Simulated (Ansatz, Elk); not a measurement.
**Bonding as seen by X-rays: Sc3VN**

Structure refinements treat a crystal as free atoms side by side. For a made-up structure of Sc3VN (cell and positions from a PBEsol relaxation) the runs below show what the calculated density changes in F(hkl).

Main program and level: Elk 11.2.3 (patched build); DFT, PBE, all-electron APW+lo, Dirac cores, scalar-relativistic bands, static density, ferromagnetic start.

The structure was built from a prototype and need not be the compound's stable phase.

**1. The starting structure**

The structure is cubic, space group Pm-3m (No. 221). Conventional cell: a = 4.394 Å, b = 4.394 Å, c = 4.394 Å, α = 90.00°, β = 90.00°, γ = 90.00°. Nearest to V lie 12 Sc at 3.11 Å. Nearest to Sc lie 2 N at 2.20 Å. Nearest to N lie 6 Sc at 2.20 Å. Farther neighbours and most contacts between anions are not listed.

Structure file:

```cif
data_structure
_symmetry_space_group_name_H-M 'Pm-3m'
_symmetry_Int_Tables_number 221
_cell_length_a 4.3942
_cell_length_b 4.3942
_cell_length_c 4.3942
_cell_angle_alpha 90.000
_cell_angle_beta 90.000
_cell_angle_gamma 90.000
_cell_volume 84.85
loop_
_atom_site_label
_atom_site_type_symbol
_atom_site_symmetry_multiplicity
_atom_site_Wyckoff_symbol
_atom_site_fract_x
_atom_site_fract_y
_atom_site_fract_z
_atom_site_occupancy
V1 V 1 a 0.00000 0.00000 0.00000 1
Sc1 Sc 3 c 0.50000 0.50000 0.00000 1
N1 N 1 b 0.50000 0.50000 0.50000 1
```

**2. Ground state and structure factors**

An all-electron density is needed, since X-rays see the cores too. Task 0 finds the density and task 195 Fourier-transforms it; tshift is off so that phases refer to the origin typed.

elk.in reads:

```
tasks
  0
  195
  196

xctype
  20

spinpol
  .true.

rgkmax
  7.0

gmaxvr
  14.0

lmaxo
  7

lmaxapw
  8

swidth
  0.002

tshift
  .false.

ramdisk
  .false.

hmaxvr
  5.5

maxscl
  120

epspot
  1e-06

reducebf
  0.8

sppath
  './'

avec
  8.30376200171 -0.00000000000 0.00000000000
  -0.00000000000 8.30376200171 0.00000000000
  0.00000000000 0.00000000000 8.30376200171

atoms
  3
  'V.in'
  1
  0.0000000000 -0.0000000000 -0.0000000000   0.000000 0.000000 -0.115000
  'Sc.in'
  3
  0.5000000000 0.5000000000 -0.0000000000   0.000000 0.000000 0.000000
  0.5000000000 -0.0000000000 0.5000000000   0.000000 0.000000 0.000000
  -0.0000000000 0.5000000000 0.5000000000   0.000000 0.000000 0.000000
  'N.in'
  1
  0.5000000000 0.5000000000 0.5000000000   0.000000 0.000000 0.000000

ngridk
  5 5 5
```

The run is started by

```console
> OMP_NUM_THREADS=4 elk
```

Numbers of over 12 decimals in the logs are rounded to 6 here.

The log of the run:

```text
┌─────────────────────────┐
│ Elk code version 11.2.3 │
└─────────────────────────┘

All units are atomic (Hartree, Bohr, etc.)

┌─────────────────────────────────────────────────┐
│ Ground-state run starting from atomic densities │
└─────────────────────────────────────────────────┘

Lattice vectors :
   8.303762002      -0.000000000       0.000000000
  -0.000000000       8.303762002       0.000000000
   0.000000000       0.000000000       8.303762002

Reciprocal lattice vectors :
  0.7566673161       0.000000000      -0.000000000
   0.000000000      0.7566673161      -0.000000000
  -0.000000000      -0.000000000      0.7566673161

Unit cell volume      :    572.5648453
Brillouin zone volume :   0.4332264117

Muffin-tin inner radius fraction :   0.1000000000E-01

Nuclei treated as point charges

Species : 1 (V)
 parameters loaded from : V.in
 name : vanadium
 nuclear charge    :   -23.00000000
 electronic charge :    23.00000000
 atomic mass :    92860.67382
 muffin-tin radius :    2.400000000
 number of radial points in muffin-tin :    993
 inner part over the whole radius :   0.9920165687E-02
 number on inner part of muffin-tin    :    699
 approximate nuclear radius :   0.6897515165E-04
 number of mesh points to nuclear radius :    327
 atomic positions (lattice), magnetic fields (Cartesian) :
  1 :   0.00000000  0.00000000  0.00000000    0.00000000  0.00000000 -0.11500000

Species : 2 (Sc)
 parameters loaded from : Sc.in
 name : scandium
 nuclear charge    :   -21.00000000
 electronic charge :    21.00000000
 atomic mass :    81949.61073
 muffin-tin radius :    2.343932000
 number of radial points in muffin-tin :    993
 inner part over the whole radius :   0.9968546625E-02
 number on inner part of muffin-tin    :    698
 approximate nuclear radius :   0.6711386133E-04
 number of mesh points to nuclear radius :    323
 atomic positions (lattice), magnetic fields (Cartesian) :
  1 :   0.50000000  0.50000000  0.00000000    0.00000000  0.00000000  0.00000000
  2 :   0.50000000  0.00000000  0.50000000    0.00000000  0.00000000  0.00000000
  3 :   0.00000000  0.50000000  0.50000000    0.00000000  0.00000000  0.00000000

Species : 3 (N)
 parameters loaded from : N.in
 name : nitrogen
 nuclear charge    :   -7.000000000
 electronic charge :    7.000000000
 atomic mass :    25532.65216
 muffin-tin radius :    1.757949000
 number of radial points in muffin-tin :    593
 inner part over the whole radius :   0.9993246245E-02
 number on inner part of muffin-tin    :    407
 approximate nuclear radius :   0.4939692610E-04
 number of mesh points to nuclear radius :    170
 atomic positions (lattice), magnetic fields (Cartesian) :
  1 :   0.50000000  0.50000000  0.50000000    0.00000000  0.00000000  0.00000000

Total number of atoms per unit cell :    5
Total muffin-tin volume :    242.4871675
 ratio of muffin-tin to unit cell volume :   0.4235104014

Spin treatment :
 spin-polarised
 global magnetic field (Cartesian) :    0.000000000       0.000000000       0.000000000
 collinear magnetisation in z-direction

Number of Bravais lattice symmetries :   48
Number of crystal symmetries         :   48
Crystal has inversion symmetry
Real symmetric eigensolver will be used

k-point grid :      5     5     5
k-point offset :    0.000000000       0.000000000       0.000000000
k-point set is reduced with full crystal symmetry group
Total number of k-points :       10

Muffin-tin radius times maximum |G+k| :    7.000000000
 using average radius
Maximum |G+k| for APW functions       :    3.127863950
Maximum (1/2)|G+k|²                   :    4.891766445
Maximum |G| for potential and density :    14.00000000
Constant for pseudocharge density :    8
 order of it for each species :   15  15  15
 order of it for pair densities of each species (exact exchange by exxq0 0: 16) :   11  11   4
Radial integration step length :    1

G-vector grid sizes :     40    40    40
Number of G-vectors :    26745

Maximum angular momentum used for
[...]
total moment                :    2.281334967

RMS change in Kohn-Sham potential (target) :    2.612358255     (  0.1000000000E-05)
Absolute change in total energy (target)   :   0.9217969229     (  0.1000000000E-03)

[... loops 3 to 22 left out ...]

┌──────────────────┐
│ Loop number : 23 │
└──────────────────┘

Energies :
 Fermi                       :     0.265319
 sum of occupied eigenvalues :     -1918.5938852555
 electron kinetic            :      3326.6227508103
 core electron kinetic       :      3064.7567250327
 Coulomb                     :     -6453.7690149561
 Coulomb potential           :     -5025.4212311577
 nuclear-nuclear             :     -539.87804266321
 electron-nuclear            :     -6818.9141731843
 Hartree                     :      905.02320089138
 Madelung                    :     -3941.0583993772
 xc potential                :     -219.69676051629
 xc effective B-field        :    -0.98639245225024E-01
 external B-field            :      0.000000
 exchange                    :     -165.77849289760
 correlation                 :     -3.931871
 electron entropic           :    -0.15451954955891E-02
 total energy                :     -3296.8581728927
 (external B-field energy excluded from total)

Density of states at Fermi energy :    115.5856643
 (states/Hartree/unit cell)

Estimated indirect band gap :   0.6736843170E-03
 from k-point 5 to k-point 9
Estimated direct band gap   :   0.3061206931E-02
 at k-point 5

Charges :
 core                        :    42.00000000
 valence                     :    51.00000000
 interstitial                :    7.703020281
 muffin-tins (core leakage)
  species : 1 (V)
[...]
species : 2 (Sc)
[...]
species : 3 (N)
[...]
total in muffin-tins        :    85.29697972
 total calculated charge     :    92.99902584
 total charge                :    93.00000000
 error                       :   0.9741594429E-03

Moments :
 interstitial                :   0.6657322023
 muffin-tins
  species : 1 (V)
[...]
species : 2 (Sc)
[...]
species : 3 (N)
[...]
total in muffin-tins        :    2.262310234
 total moment                :    2.928042436

RMS change in Kohn-Sham potential (target) :   0.9001923954E-06 (  0.1000000000E-05)
Absolute change in total energy (target)   :   0.2181047694E-04 (  0.1000000000E-03)

Convergence targets achieved

┌──────────────────┐
│ Loop number : 24 │
└──────────────────┘

Energies :
 Fermi                       :     0.265319
 sum of occupied eigenvalues :     -1918.5939148431
 electron kinetic            :      3326.6227231609
 core electron kinetic       :      3064.7567189260
 Coulomb                     :     -6453.7690048251
 Coulomb potential           :     -5025.4212730392
 nuclear-nuclear             :     -539.87804266321
 electron-nuclear            :     -6818.9141092501
 Hartree                     :      905.02314708822
 Madelung                    :     -3941.0583683056
 xc potential                :     -219.69672267680
 xc effective B-field        :    -0.98638101695595E-01
 external B-field            :      0.000000
 exchange                    :     -165.77848922984
 correlation                 :     -3.931871
 electron entropic           :    -0.15451848047249E-02
 total energy                :     -3296.8581867307
 (external B-field energy excluded from total)

Density of states at Fermi energy :    115.5840919
 (states/Hartree/unit cell)

Estimated indirect band gap :   0.6746004933E-03
 from k-point 5 to k-point 9
Estimated direct band gap   :   0.3062343485E-02
 at k-point 5

Charges :
 core                        :    42.00000000
 valence                     :    51.00000000
 interstitial                :    7.703025373
 muffin-tins (core leakage)
  species : 1 (V)
[...]
species : 2 (Sc)
[...]
atom 2                    :    19.14298489     ( -0.2122113827E-06)
   atom 3                    :    19.14298489     ( -0.2122113827E-06)
  species : 3 (N)
   atom 1                    :    6.467899720     (  0.3330393339E-07)
 total in muffin-tins        :    85.29697463
 total calculated charge     :    92.99902584
 total charge                :    93.00000000
 error                       :   0.9741588985E-03

Moments :
 interstitial                :   0.6657802489
 muffin-tins
  species : 1 (V)
[...]
species : 2 (Sc)
[...]
atom 2                    :   0.2577432001E-01
   atom 3                    :   0.2577432001E-01
  species : 3 (N)
   atom 1                    :   0.2452375962E-01
 total in muffin-tins        :    2.262320921
 total moment                :    2.928101170

┌──────────────────────────────┐
│ Self-consistent loop stopped │
└──────────────────────────────┘

Wrote STATE.OUT
```

Wall time 2.1 min (4 threads of Arm Neoverse V1, shared host); peak memory 0.38 GiB; 6.2 min of CPU time.

SFACRHO.OUT:

```text

h k l indices transformed by vhmat matrix:
   1.000000000       0.000000000       0.000000000    
   0.000000000       1.000000000       0.000000000    
   0.000000000       0.000000000       1.000000000    

      h      k      l  multipl.   |H|            Re(F)            Im(F)           |F|

      0      0      0      1   0.0000000       93.000001     -0.25723982E-16   93.000001    
      0      1      0      6  0.75666732      -4.0558310      0.44847427E-14   4.0558310    
      0     -1      1     12   1.0700892       7.5302369     -0.24480798E-14   7.5302369    
      1     -1     -1      8   1.3105862       57.417495      0.33261610E-14   57.417495    
     -2      0      0      6   1.5133346       63.341848      0.79364732E-14   63.341848    
     -1      0     -2     24   1.6919596      -2.2658183     -0.48318072E-14   2.2658183    
     -2      1      1     24   1.8534488       5.0969072     -0.11068161E-13   5.0969072    
     -2      2      0     12   2.1401784       52.145245      0.35538982E-14   52.145245    
     -2     -1      2     24   2.2700019      -1.2517662      0.33290971E-15   1.2517662    
      3      0      0      6   2.2700019      -1.3269500      0.95410245E-14   1.3269500    
     -3      0     -1     24   2.3927921       4.0182040      0.14117103E-14   4.0182040    
     -3     -1      1     24   2.5095816       41.617804      0.56240321E-14   41.617804    
      2      2      2      8   2.6211725       45.134005     -0.17053180E-13   45.134005    
      0     -2     -3     24   2.7282028      -1.0641629     -0.89108506E-14   1.0641629    
     -2      3      1     48   2.8311899       3.4322512     -0.97217617E-14   3.4322512    
      0      0      4      6   3.0266693       40.484921     -0.10448523E-13   40.484921    
      0      4     -1     24   3.1198193      -1.0355359     -0.13702513E-14   1.0355359    
      3      2      2     24   3.1198193     -0.95003933      0.84929500E-14  0.95003933
```

Elk indexes on the primitive cell of elk.in and gives |H| = 4π sin θ/λ in inverse bohr. Below, one row stands for each form hkl of the conventional cell (m members, Friedel mates merged), F is for one primitive cell and the density is static (no thermal factor). Free-atom factors are Waasmaier and Kirfel's, and R is Σm||F|−|F'||/Σm|F|.

```
hkl   m  sin θ/λ (Å⁻¹)  abs F, DFT  neutral atoms   diff.
100   6          0.114       4.056          3.877  +0.179
110  12          0.161       7.530          7.186  +0.345
111   8          0.197      57.417         58.151  -0.734
200   6          0.228      63.342         63.327  +0.015
210  24          0.254       2.266          2.042  +0.224
211  24          0.279       5.097          5.114  -0.017
220  12          0.322      52.145         52.109  +0.037
221  24          0.341       1.252          1.339  -0.087
300   6          0.341       1.327          1.339  -0.012
310  24          0.360       4.018          4.105  -0.087
311  24          0.377      41.618         41.501  +0.117
222   8          0.394      45.134         45.102  +0.032
320  24          0.410       1.064          1.059  +0.005
321  48          0.426       3.432          3.474  -0.042
```

**3. The magnetisation density**

The same run holds the spin density, and task 196 transforms it. The order is that of the start, and no other was tried.

SFACMAG_1.OUT:

```text

h k l indices transformed by vhmat matrix:
   1.000000000       0.000000000       0.000000000    
   0.000000000       1.000000000       0.000000000    
   0.000000000       0.000000000       1.000000000    

      h      k      l  multipl.   |H|            Re(F)            Im(F)           |F|

      0      0      0      1   0.0000000       2.9281013      0.53546975E-17   2.9281013    
      0      1      0      6  0.75666732       1.9587320      0.30325313E-17   1.9587320    
      0     -1      1     12   1.0700892       1.5152402     -0.38775258E-16   1.5152402    
      1     -1     -1      8   1.3105862       1.2295597     -0.17651869E-16   1.2295597    
     -2      0      0      6   1.5133346      0.84537509     -0.23779140E-16  0.84537509    
     -1      0     -2     24   1.6919596      0.74194175     -0.19677611E-16  0.74194175    
     -2      1      1     24   1.8534488      0.72797854     -0.27048569E-17  0.72797854    
     -2      2      0     12   2.1401784      0.58530408      0.65936526E-17  0.58530408    
     -2     -1      2     24   2.2700019      0.51272551     -0.11844200E-17  0.51272551    
      3      0      0      6   2.2700019      0.41692636     -0.12792403E-16  0.41692636    
     -3      0     -1     24   2.3927921      0.36950226      0.12430623E-16  0.36950226    
     -3     -1      1     24   2.5095816      0.34497167     -0.29442155E-17  0.34497167    
      2      2      2      8   2.6211725      0.41710598     -0.20775086E-16  0.41710598    
      0     -2     -3     24   2.7282028      0.28666676     -0.86573753E-17  0.28666676    
     -2      3      1     48   2.8311899      0.26348250     -0.92681314E-17  0.26348250    
      0      0      4      6   3.0266693      0.94172788E-01  0.36221670E-16  0.94172788E-01
```

The total moment is 2.93 μB a cell; sphere moments: V1 +2.16, Sc2 +0.03, Sc3 +0.03, Sc4 +0.03, N5 +0.02 μB. Polarised neutrons measure spin and orbital magnetisation together; without spin-orbit coupling the run gives the spin part:

```
hkl  sin θ/λ (Å⁻¹)  abs F_M (μB)
100          0.114         1.959
110          0.161         1.515
111          0.197         1.230
200          0.228         0.845
210          0.254         0.742
211          0.279         0.728
220          0.322         0.585
221          0.341         0.513
300          0.341         0.417
310          0.360         0.369
311          0.377         0.345
222          0.394         0.417
320          0.410         0.287
321          0.426         0.264
```

(Continued in part 2 of 2.)

[Logs are printed without paths, hosts, clocks, repeated set-up lines and the standing remarks that a program may print on its own settings, such as how far it seeks lower states.]

[Hosts, paths, dates, database ids (printed as entryN), source tags and the programs' standing remarks are cut or masked in the printed files.]
